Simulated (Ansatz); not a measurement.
# LiNbO3 (R3c): band gap by G0W0 on HSE06

Wanted: the gap of LiNbO3 (R3c) with a many-body correction, and the time that it takes.

Program: Ansatz 0.2.0. Level of theory: HSE06, then G0W0 on it, plane waves, PAW. Results are calculated unless marked as measured.

Report form: the programs' logs are mostly left out.

In doubt: masses and optical values from hybrid runs of this build are listed as unsure (step 3), which bears on the screening that GW takes from such a start.

### 1. Starting point

Symmetry: R3c, No. 161, trigonal system. The conventional cell has a = 5.152 Å, b = 5.152 Å, c = 13.869 Å, α = 90.00°, β = 90.00°, γ = 120.00°. Li has 6 O at 2.07 to 2.24 Å nearest. Nearest to Nb lie 6 O at 1.88 to 2.13 Å. O has 2 Nb at 1.88 to 2.13 Å and 2 Li at 2.07 to 2.24 Å nearest. Farther neighbours and most contacts between anions are not listed.

The cell and positions come from the Crystallography Open Database and are kept as given unless a step says otherwise.

The logs state that the PAW files were generated under PBE.

### 2. HSE06 levels on the mesh and at listed points

HSE06 mixes in a quarter of exact exchange at short range.

This step: DFT, HSE06, plane waves, PAW; PAW set soft_1.

Contents of input.yaml:

```yaml
crystal:
  lattice:
    - [2.5758, 1.4871388234, 4.623]
    - [-2.5758, 1.4871388234, 4.623]
    - [0.0, -2.9742776468, 4.623]
  atoms:
    - { symbol: Li, position: [0.2815, 0.2815, 0.2815] }
    - { symbol: Li, position: [0.7815, 0.7815, 0.7815] }
    - { symbol: Nb, position: [5.5e-05, 5.5e-05, 5.5e-05] }
    - { symbol: Nb, position: [0.500055, 0.500055, 0.500055] }
    - { symbol: O, position: [0.11231, 0.35836, 0.71959] }
    - { symbol: O, position: [0.71959, 0.11231, 0.35836] }
    - { symbol: O, position: [0.35836, 0.71959, 0.11231] }
    - { symbol: O, position: [0.21959, 0.85836, 0.61231] }
    - { symbol: O, position: [0.85836, 0.61231, 0.21959] }
    - { symbol: O, position: [0.61231, 0.21959, 0.85836] }
kpoints:
  mp_grid: { grid: [4, 4, 4] }
  band_path:
    path:
      - [0.0, 0.0, 0.0]
      - [-0.5, -0.5, -0.5]
      - [-0.5, -0.23565315, -0.76434685]
      - [-0.23565315, 0.23565315, -0.5]
      - [0.0, 0.0, -0.5]
      - [0.0, 0.36782657, -0.36782657]
      - [-0.36782657, 0.0, -0.63217343]
      - [-0.5, 0.0, -0.5]
      - [-0.15, -0.15, -0.15]
      - [-0.381043913, 0.0, -0.618956087]
    npoints: 1
hamiltonian:
  xc: hse06
  pseudopotentials: { kind: paw, azcp: { folder: soft_1 } }
scf:
  occupations: { method: fixed }
  n_extra_bands: 7
output:
  eigenvalues: true
```

Command:

```sh
> ansatz run input.yaml --threads 4 --pin off --max-ram 138240MiB --backend cuda --events-out ev --progress --plain --runs-dir out --devices 1 --max-vram 26GiB
```

Elapsed: 23 s, on 1 × NVIDIA H100 80GB HBM3 (shared by 3 runs) with 4 threads of AMD EPYC 7R13 (Zen 3), shared host; peak memory 1.4 GiB.

Numbers from this step:

| Quantity | Value |
| --- | --- |
| gap | 5.033 eV |
| valence top at | k = (-0.150, -0.150, -0.150) |
| conduction bottom at | k = (-0.381, 0.000, -0.619) |
| least direct gap | 5.067 eV |
| exact-exchange fraction | 0.25 |

Over mesh and listed points the gap is 5.033 eV, from k = (-0.150, -0.150, -0.150) to k = (-0.381, 0.000, -0.619). The least direct gap found is 5.067 eV, at k = Γ. On the 4×4×4 mesh alone the same run gives 5.067 eV, so that mesh misses an edge of HSE06: 5.067 − 5.033 = +0.034 eV.

### 3. One-shot GW

G0W0 replaces the xc potential by a self-energy built once from the orbitals of the start. Levels are corrected in the window of bands that the input names, at points of the mesh.

This step: G0W0 on HSE06, plane waves, PAW.

input.yaml: that of step 2 with these lines changed.

```diff
@@ -18,22 +18,12 @@
   mp_grid: { grid: [4, 4, 4] }
-  band_path:
-    path:
-      - [0.0, 0.0, 0.0]
-      - [-0.5, -0.5, -0.5]
-      - [-0.5, -0.23565315, -0.76434685]
-      - [-0.23565315, 0.23565315, -0.5]
-      - [0.0, 0.0, -0.5]
-      - [0.0, 0.36782657, -0.36782657]
-      - [-0.36782657, 0.0, -0.63217343]
-      - [-0.5, 0.0, -0.5]
-      - [-0.15, -0.15, -0.15]
-      - [-0.381043913, 0.0, -0.618956087]
-    npoints: 1
 hamiltonian:
   xc: hse06
-  pseudopotentials: { kind: paw, azcp: { folder: soft_1 } }
+  pseudopotentials: { kind: paw, source: ansatz }
 scf:
   occupations: { method: fixed }
-  n_extra_bands: 7
-output:
-  eigenvalues: true
+gw:
+  n_empty_bands: 631
+  ecut_chi: 190.0
+  qp_bands: [v3, c3]
+  qp_kpoints: band_edges
+  screening: { model: contour_deformation }
```

The job ended after 4 min (1 × NVIDIA H100 80GB HBM3 (shared by 3 runs) with 4 threads; peak memory 3.6 GiB).

This step gave:

```yaml
bands_summed: 665
rpa_eps_infinity_on_this_mesh_eigenvalues: 3.879, 4.056, 4.056
plane_waves_in_the_screening_matrix: 635
q_points_in_the_mesh: 64
g0w0_gap_over_the_corrected_points: 5.669 eV
k_of_the_valence_top: 0, 0, 0
k_of_the_conduction_bottom: 0, 0.25, -0.5
starting_gap_on_the_mesh: 5.062 eV
z_at_the_valence_top: 0.7691
z_at_the_conduction_bottom: 0.8081
least_direct_g0w0_gap_over_the_corrected_points: 5.673 eV
```

Over all 13 irreducible mesh points the G0W0 gap is 5.669 eV, from k = Γ to k = (0.000, 0.250, -0.500). The HSE06 gap of this run on the mesh is 5.062 eV. The two states that bound the G0W0 gap lie that far apart at the start, so the correction of the gap is 5.669 − 5.062 = +0.607 eV. The start of this run differs from the step before in files (soft_1 PAW and hard PAW) and plane-wave cutoff (420 eV and 930 eV).

Labels follow the order of the start: v1 is the top filled band, c1 the lowest empty one; levels that stay degenerate share a row, the window can cut a multiplet, doubted levels are not marked in this list, bands outside the window were not corrected, and the list may be a part of the corrected levels. Levels before and after the correction, in eV, zero at the valence-band top of each column:

|  | conduction bottom | valence top |
| --- | --- | --- |
| HSE06 | 5.06 | 0.00 |
| G0W0 | 5.67 | 0.00 |

|  | level | occupation | energy (eV) |
| --- | --- | --- | --- |
| HSE06 | Γ v3 | 2 | -0.541 |
| HSE06 | Γ v2-v1 | 2 | 0.000 |
| HSE06 | Γ c1-c2 | 0 | 5.063 |
| HSE06 | Γ c3 | 0 | 5.567 |
| HSE06 | (0 0.25 -0.5) v3 | 2 | -0.568 |
| HSE06 | (0 0.25 -0.5) v2 | 2 | -0.333 |
| HSE06 | (0 0.25 -0.5) v1 | 2 | -0.128 |
| HSE06 | (0 0.25 -0.5) c1 | 0 | 5.062 |
| HSE06 | (0 0.25 -0.5) c2 | 0 | 5.581 |
| HSE06 | (0 0.25 -0.5) c3 | 0 | 6.182 |
| G0W0 | Γ v3 | 2 | -0.575 |
| G0W0 | Γ v2-v1 | 2 | 0.000 |
| G0W0 | Γ c1-c2 | 0 | 5.673 |
| G0W0 | Γ c3 | 0 | 6.167 |
| G0W0 | (0 0.25 -0.5) v3 | 2 | -0.596 |
| G0W0 | (0 0.25 -0.5) v2 | 2 | -0.352 |
| G0W0 | (0 0.25 -0.5) v1 | 2 | -0.138 |
| G0W0 | (0 0.25 -0.5) c1 | 0 | 5.669 |
| G0W0 | (0 0.25 -0.5) c2 | 0 | 6.200 |
| G0W0 | (0 0.25 -0.5) c3 | 0 | 6.818 |

The parts of the quasiparticle energy for the two states that bound the G0W0 gap, in eV on the run's own scale (QP = start + Σx + Σc − Vxc, with Σc at the quasiparticle energy):

| edge | k | band | start | Σx | Σc | Vxc | Z | QP |
| --- | --- | --- | --- | --- | --- | --- | --- | --- |
| valence top | Γ | 33 | 6.137 | −25.823 | 3.946 | −21.795 | 0.769 | 6.055 |
| conduction bottom | (0.000, 0.250, -0.500) | 35 | 11.199 | −13.197 | −4.896 | −18.618 | 0.808 | 11.724 |

For a hybrid start, Vxc holds its share of exact exchange.

### 4. Spin-orbit coupling

This run has two-component orbitals with spin-orbit coupling.

This step: DFT, HSE06 with spin-orbit coupling, plane waves, PAW; PAW set soft_1.

input.yaml: that of step 3 with these lines changed.

```diff
@@ -18,12 +18,25 @@
   mp_grid: { grid: [4, 4, 4] }
+  band_path:
+    path:
+      - [0.0, 0.0, 0.0]
+      - [-0.5, -0.5, -0.5]
+      - [-0.5, -0.23565315, -0.76434685]
+      - [-0.23565315, 0.23565315, -0.5]
+      - [0.0, 0.0, -0.5]
+      - [0.0, 0.36782657, -0.36782657]
+      - [-0.36782657, 0.0, -0.63217343]
+      - [-0.5, 0.0, -0.5]
+      - [-0.15, -0.15, -0.15]
+      - [-0.381043913, 0.0, -0.618956087]
+    npoints: 1
 hamiltonian:
   xc: hse06
-  pseudopotentials: { kind: paw, source: ansatz }
+  pseudopotentials: { kind: paw_fr, azcp: { folder: soft_1 } }
 scf:
   occupations: { method: fixed }
-gw:
-  n_empty_bands: 631
-  ecut_chi: 190.0
-  qp_bands: [v3, c3]
-  qp_kpoints: band_edges
-  screening: { model: contour_deformation }
+  n_extra_bands: 14
+magnetization:
+  noncollinear: true
+  spin_orbit: true
+output:
+  eigenvalues: true
```

Wall time 79 s (1 × NVIDIA H100 80GB HBM3 (shared by 3 runs) with 4 threads); peak memory 2.5 GiB; 3.3 min of CPU time.

This step gave:

| Item | Value |
| --- | --- |
| gap | 4.988 eV |
| valence top at | k = (-0.150, -0.150, -0.150) |
| conduction bottom at | k = (-0.381, 0.000, -0.619) |
| least direct gap | 5.042 eV |
| exact-exchange fraction | 0.25 |

Over mesh and listed points the gap is 4.988 eV, from k = (-0.150, -0.150, -0.150) to k = (-0.381, 0.000, -0.619). The least direct gap found is 5.042 eV, at k = Γ. On the 4×4×4 mesh alone the same run gives 5.025 eV, so that mesh misses an edge of HSE06+SOC: 5.025 − 4.988 = +0.037 eV. HSE06+SOC against HSE06: 4.988 − 5.033 = −0.045 eV, with the same mesh, set of files (read in its fully relativistic form for the spin-orbit run) and cutoff, and both edges at the same k points. The spin-orbit run sees mesh and listed points alone, so its gap is an upper bound: the coupling can move an edge off these points, the more so as this crystal has no centre of inversion, and the change over the zone, its sign included where it is small, is not known.

### 5. The runs together

Each gap is the least one over the points named; times are wall times on shared hosts, not benchmarks. A G0W0 time includes the run's own self-consistent start. Runs with listed points see these and the mesh alone, so an edge that moves elsewhere is missed.

| level | mesh | files, cutoff | bands summed, screening | points | gap (eV) | valence top | conduction bottom | least direct gap (eV) | time |
| --- | --- | --- | --- | --- | --- | --- | --- | --- | --- |
| HSE06 | 4×4×4 | soft_1 PAW, 420 eV | - | mesh and listed points | 5.033 | (-0.150, -0.150, -0.150) | (-0.381, 0.000, -0.619) | 5.067 | 23 s |
| HSE06+SOC | 4×4×4 | soft_1 PAW, 420 eV | - | mesh and listed points | 4.988 | (-0.150, -0.150, -0.150) | (-0.381, 0.000, -0.619) | 5.042 | 79 s |
| G0W0@HSE06 | 4×4×4 | hard PAW, 930 eV | 665, 190 eV | all 13 irreducible mesh points | 5.669 | Γ | (0.000, 0.250, -0.500) | 5.673 | 4 min |

### 6. Summary of results

```yaml
hse06_gap_over_mesh_and_listed_points: 5.033 eV, from k = (-0.150, -0.150, -0.150) to k = (-0.381, 0.000, -0.619)
g0w0_hse06_gap_over_all_13_irreducible_mesh_points: 5.669 eV, from k = Γ to k = (0.000, 0.250, -0.500)
hse06_soc_gap_over_mesh_and_listed_points: 4.988 eV
gw_settings: 4×4×4 mesh, 631 empty bands, screening to 190 eV, hard PAW files
known_limits: finite bands, screening cutoff and k mesh; no spin-orbit coupling in G0W0
```

In words: Over all 13 irreducible mesh points the G0W0 gap is 5.669 eV, from k = Γ to k = (0.000, 0.250, -0.500). The HSE06 gap of this run on the mesh is 5.062 eV. The two states that bound the G0W0 gap lie that far apart at the start, so the correction of the gap is 5.669 − 5.062 = +0.607 eV. The valence state moves by 6.055 − 6.137 = −0.082 eV and the conduction state by 11.724 − 11.199 = +0.525 eV, on the run's own scale; how far single levels stand from their limit in bands is not shown. Over mesh and listed points, HSE06 puts the valence top at k = (-0.150, -0.150, -0.150) and conduction bottom at k = (-0.381, 0.000, -0.619), where no G0W0 correction was computed. The G0W0 gap over the whole zone is therefore not known from this run; at its settings it can only be equal to or under the 5.669 eV found, and no correction is carried over from another point. For the start itself the gap is 5.033 eV over mesh and listed points and 5.062 eV on the mesh of the G0W0 run, in runs that differ in files (soft_1 PAW and hard PAW) and plane-wave cutoff (420 eV and 930 eV). No second run with other bands and screening cutoff is shown, so the distance to the basis limit is not known. On another start, G0W0@PBE runs of this series (4×4×4 mesh, hard PAW; not shown as steps) give 5.126 eV with 312 bands and 110 eV, 5.175 eV with 665 bands and 190 eV, 5.215 eV with 1104 bands and 270 eV and 5.241 eV with 1821 bands and 380 eV. G0W0 on other starts in this series, not shown as steps and not all at these settings: 5.175 eV on PBE (4×4×4, hard PAW, 665 bands, 190 eV) and 5.911 eV on PBE0 (4×4×4, hard PAW, 665 bands, 190 eV). HSE06+SOC against HSE06: 4.988 − 5.033 = −0.045 eV, with the same mesh, set of files (read in its fully relativistic form for the spin-orbit run) and cutoff, and both edges at the same k points. The spin-orbit run sees mesh and listed points alone, so its gap is an upper bound: the coupling can move an edge off these points, the more so as this crystal has no centre of inversion, and the change over the zone, its sign included where it is small, is not known. What spin-orbit coupling does to the G0W0 levels was not computed, so no sum with the G0W0 gap is formed. The G0W0 runs are scalar-relativistic. No pair of G0W0 runs that differ in the mesh alone is shown (4×4×4 is a supercell whose nearest images lie 21 Å apart), so the error from the mesh is not known here. G0W0 is shown with one set of atomic data (hard PAW), so the error from the files is not known here.

[Paths, hosts, dates, memory and timing lines, banners, echoed tables and standing remarks are left out of the program output.]

[Logs are printed without paths, hosts, clocks, repeated set-up lines and the standing remarks that a program may print on its own settings, such as how far it seeks lower states.]

[Runs of the session that timed out or met a known fault of the program may be left out.]

[Cells called generated may have been cut or substituted from an entry of the Crystallography Open Database or the Materials Project.]

[Hosts, paths, dates, database ids (printed as entryN), source tags and the programs' standing remarks are cut or masked in the printed files.]

[Where an RPA ε∞ is given, it is that of the G0W0 mesh and is not shown converged in it. Names of k-points follow the symmetry that the program found, which can be lower than the space group named. Band edges on a path are those of the sampled points; other points can move an edge, and change direct to indirect where valleys lie close.]

[Hybrid gaps are those of their k-mesh and are not shown converged in it.]
